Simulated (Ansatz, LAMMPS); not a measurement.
**Liquid (Cs,Li)F at 1000 K (112 atoms), the geometry as built**

This is the geometry as built. Method: Kohn-Sham DFT, PBEsol, PAW (set soft_2), plane waves (Ansatz 0.2.0); cutoff 420 eV, Γ point, fermi-dirac smearing of 0.05 eV; density 2.95 g/cm³.

Cell vectors (Å):

```
13.346 0.000 0.000
0.000 13.346 0.000
0.000 0.000 13.346
```

Positions in Å, forces in eV/Å, q the intrinsic-atomic-orbital charge in e:

```tsv
atom	x	y	z	q	fx	fy	fz
Cs1	6.766	1.306	3.702	0.97	-1.088	-0.132	-0.661
Cs2	12.533	9.287	0.722	0.94	-0.142	0.371	-0.206
Cs3	9.138	7.139	2.438	0.92	0.156	-0.306	-0.139
Cs4	6.010	9.587	10.649	0.92	0.370	0.213	-1.221
Cs5	3.855	1.919	10.904	0.92	0.094	-0.387	0.171
Cs6	6.055	4.652	0.260	0.93	0.677	-0.145	0.136
Cs7	13.058	11.657	7.301	0.92	0.235	-0.363	-0.158
Cs8	0.548	3.313	0.624	0.95	-0.003	-0.431	0.049
Cs9	10.523	4.188	13.204	0.92	-0.669	-0.368	0.114
Cs10	12.090	3.088	5.009	0.95	0.245	-0.600	-0.722
Cs11	3.254	9.452	7.661	0.93	-0.024	0.174	-0.078
Cs12	3.146	0.979	5.427	0.93	-0.661	0.086	-0.067
Cs13	11.026	0.432	9.533	0.94	-0.470	0.123	0.132
Cs14	7.173	9.917	3.931	0.93	-0.525	0.197	0.440
Cs15	0.679	2.217	8.723	0.91	0.455	0.455	-0.107
Cs16	6.759	5.280	9.800	0.93	-0.022	0.591	0.062
Cs17	9.844	7.164	10.702	0.93	0.165	-0.809	-0.157
Cs18	12.019	5.200	7.919	0.92	0.083	0.896	0.275
Cs19	5.892	8.880	0.489	0.93	0.288	-0.074	0.524
Cs20	8.992	10.975	8.196	0.93	-0.376	-0.797	-0.051
Cs21	3.256	5.259	8.023	0.93	0.177	-0.289	0.134
Cs22	5.688	13.002	7.666	0.92	-0.013	-0.430	0.160
Li23	3.004	4.790	12.621	0.75	-0.091	0.332	-0.270
Li24	3.542	7.921	2.944	0.80	0.299	-0.009	-0.351
Li25	8.781	3.522	3.047	0.76	0.558	0.360	-0.402
Li26	10.164	1.198	2.373	0.77	0.146	-0.252	-0.390
Li27	8.985	10.975	12.954	0.78	-0.959	-0.110	0.222
Li28	3.809	4.820	2.625	0.78	-0.166	0.006	-0.371
Li29	3.344	6.921	10.603	0.76	0.644	0.092	-0.130
Li30	9.392	2.644	7.124	0.80	-0.420	-0.346	0.187
Li31	11.904	8.907	4.587	0.80	-0.284	0.287	-0.211
Li32	6.436	12.758	11.421	0.77	-0.029	-0.272	-0.088
Li33	9.364	11.570	2.317	0.78	-0.204	0.776	-0.326
Li34	10.855	11.781	4.640	0.78	-0.119	0.118	0.219
Li35	2.937	11.018	11.291	0.79	-0.481	-0.499	-0.287
Li36	2.079	12.368	0.776	0.82	-0.437	0.664	-0.202
Li37	10.725	10.007	10.640	0.74	0.787	-0.120	0.088
Li38	8.156	1.002	0.064	0.79	0.146	0.214	-0.102
Li39	6.637	7.725	7.158	0.78	0.208	0.517	0.591
Li40	0.205	8.554	10.054	0.79	-0.197	0.757	0.055
Li41	11.879	5.822	3.968	0.76	-0.275	0.244	-0.585
Li42	4.011	11.871	3.165	0.78	0.289	0.230	0.298
Li43	0.368	5.799	11.158	0.77	0.075	-0.442	-0.012
Li44	0.072	11.666	11.027	0.78	0.458	-0.101	0.196
Li45	0.793	6.589	2.404	0.79	-0.563	0.358	0.299
Li46	13.119	12.677	3.469	0.80	0.017	0.286	0.494
Li47	6.515	5.365	4.965	0.82	0.282	0.545	0.109
Li48	6.381	2.912	7.435	0.76	-0.096	0.165	0.208
Li49	2.154	4.640	4.683	0.79	-0.613	0.243	-0.010
Li50	8.827	0.415	5.298	0.76	0.656	-0.269	0.036
Li51	10.755	0.213	12.799	0.79	-0.170	0.263	0.365
Li52	2.522	8.175	0.063	0.79	-0.125	0.085	0.089
Li53	7.835	1.711	10.433	0.78	0.062	-0.373	0.277
Li54	8.938	7.661	5.929	0.78	0.719	-0.123	0.123
Li55	3.472	1.803	1.776	0.78	-0.094	-0.336	-0.258
Li56	1.199	10.404	3.654	0.80	-0.215	0.084	0.711
F57	9.413	2.040	4.429	-0.83	-0.028	0.135	-0.240
F58	2.212	0.962	0.307	-0.85	0.373	-0.265	0.608
F59	8.115	6.269	12.708	-0.89	0.062	-0.104	0.108
F60	7.546	12.856	9.742	-0.85	0.000	0.663	0.649
F61	9.536	1.379	11.787	-0.83	-0.287	-0.192	-0.008
F62	7.795	3.009	8.867	-0.83	0.309	-0.819	0.099
F63	7.268	5.045	3.017	-0.83	-0.053	-0.631	1.002
F64	10.312	12.426	6.398	-0.84	0.016	0.465	-0.694
F65	7.580	1.709	6.481	-0.83	0.450	-0.056	-0.023
F66	1.123	11.206	12.711	-0.82	0.559	0.563	0.213
F67	8.545	2.185	1.545	-0.83	0.129	0.152	0.407
F68	11.372	2.626	7.536	-0.87	-1.214	-0.225	0.326
F69	10.042	9.358	5.211	-0.82	0.172	-0.425	-0.290
F70	4.453	5.487	11.452	-0.85	-1.042	0.253	0.153
F71	6.004	4.738	7.006	-0.84	0.255	-0.048	-0.898
F72	8.928	9.487	11.069	-0.85	0.452	1.295	0.274
F73	6.546	1.467	12.092	-0.82	0.609	-0.431	-0.523
F74	3.450	9.263	11.902	-0.83	-0.236	-0.605	0.599
F75	12.064	8.701	11.389	-0.85	0.258	-0.012	-0.128
F76	10.904	12.967	3.205	-0.81	0.081	-0.275	-0.033
F77	3.250	6.149	3.989	-0.82	-0.266	-0.651	-0.408
F78	0.257	4.947	3.443	-0.83	0.640	0.537	-0.006
F79	7.022	7.379	5.343	-0.83	0.528	-0.507	0.451
F80	0.080	0.668	5.144	-0.86	0.121	-0.503	-0.324
F81	9.014	9.865	1.432	-0.84	0.280	0.733	0.010
F82	10.666	6.319	5.433	-0.83	0.113	0.058	-0.253
F83	1.114	6.886	9.622	-0.82	-0.014	0.155	0.777
F84	11.700	1.653	0.782	-0.85	-0.640	-0.476	-0.020
F85	4.835	7.504	9.235	-0.86	-0.764	-0.440	-0.034
F86	10.504	4.537	2.639	-0.85	-0.269	0.065	0.563
F87	1.609	8.495	1.877	-0.81	0.720	-0.724	0.007
F88	4.694	13.295	2.116	-0.84	-0.629	0.291	0.318
F89	8.232	12.405	3.984	-0.84	0.610	0.080	0.159
F90	3.385	3.786	0.899	-0.83	0.053	0.231	-0.083
F91	4.586	12.114	10.308	-0.84	-0.237	-0.039	0.582
F92	1.313	10.260	9.993	-0.83	-0.103	0.014	0.012
F93	1.289	6.137	12.967	-0.81	0.497	0.077	-0.380
F94	12.531	10.794	3.742	-0.81	0.035	-0.053	0.194
F95	4.349	2.307	7.944	-0.86	0.402	-0.015	-0.054
F96	9.105	12.858	0.797	-0.81	0.507	-0.406	-0.402
F97	11.982	4.695	11.071	-0.87	0.893	0.640	-0.452
F98	6.143	9.895	7.428	-0.86	0.213	-0.519	-0.040
F99	0.357	13.320	9.999	-0.88	-0.269	-0.687	0.144
F100	4.501	6.698	1.309	-0.84	-0.912	-0.038	0.567
F101	12.319	7.383	2.866	-0.83	0.045	-0.075	0.582
F102	6.842	11.161	12.758	-0.85	0.569	0.783	-0.500
F103	11.643	9.734	8.894	-0.85	-0.359	0.385	0.380
F104	4.567	9.599	2.782	-0.85	-0.569	-0.142	0.216
F105	1.117	4.358	6.634	-0.87	0.170	-0.075	-0.768
F106	4.612	12.178	5.026	-0.87	0.014	-0.109	-0.412
F107	1.127	9.759	5.569	-0.86	0.029	0.134	-0.519
F108	1.827	12.217	3.021	-0.81	-0.247	-0.745	-0.428
F109	11.250	11.894	11.618	-0.81	-0.118	-0.101	0.103
F110	2.053	3.962	10.606	-0.85	-0.173	0.361	0.408
F111	8.311	7.278	8.288	-0.85	-0.501	0.184	-0.974
F112	3.441	2.882	3.486	-0.83	0.008	0.794	-0.219
```

The force components of 0.41 eV/Å r.m.s. hold both thermal displacement and the mismatch between the potential that made the cell and DFT. The network of bonds at the start is that of the classical potential that made the cell, and needn't be the one that DFT or experiment would give. Only the Γ point is sampled, in a cell whose shortest periodic width is 13 Å.

The r.m.s. force component is 0.411 eV/Å; the longest force, 1.40 eV/Å, acts on F72.

[Logs are printed without paths, hosts, clocks, repeated set-up lines and the standing remarks that a program may print on its own settings, such as how far it seeks lower states.]

[Hosts, paths, dates, database ids (printed as entryN), source tags and the programs' standing remarks are cut or masked in the printed files.]
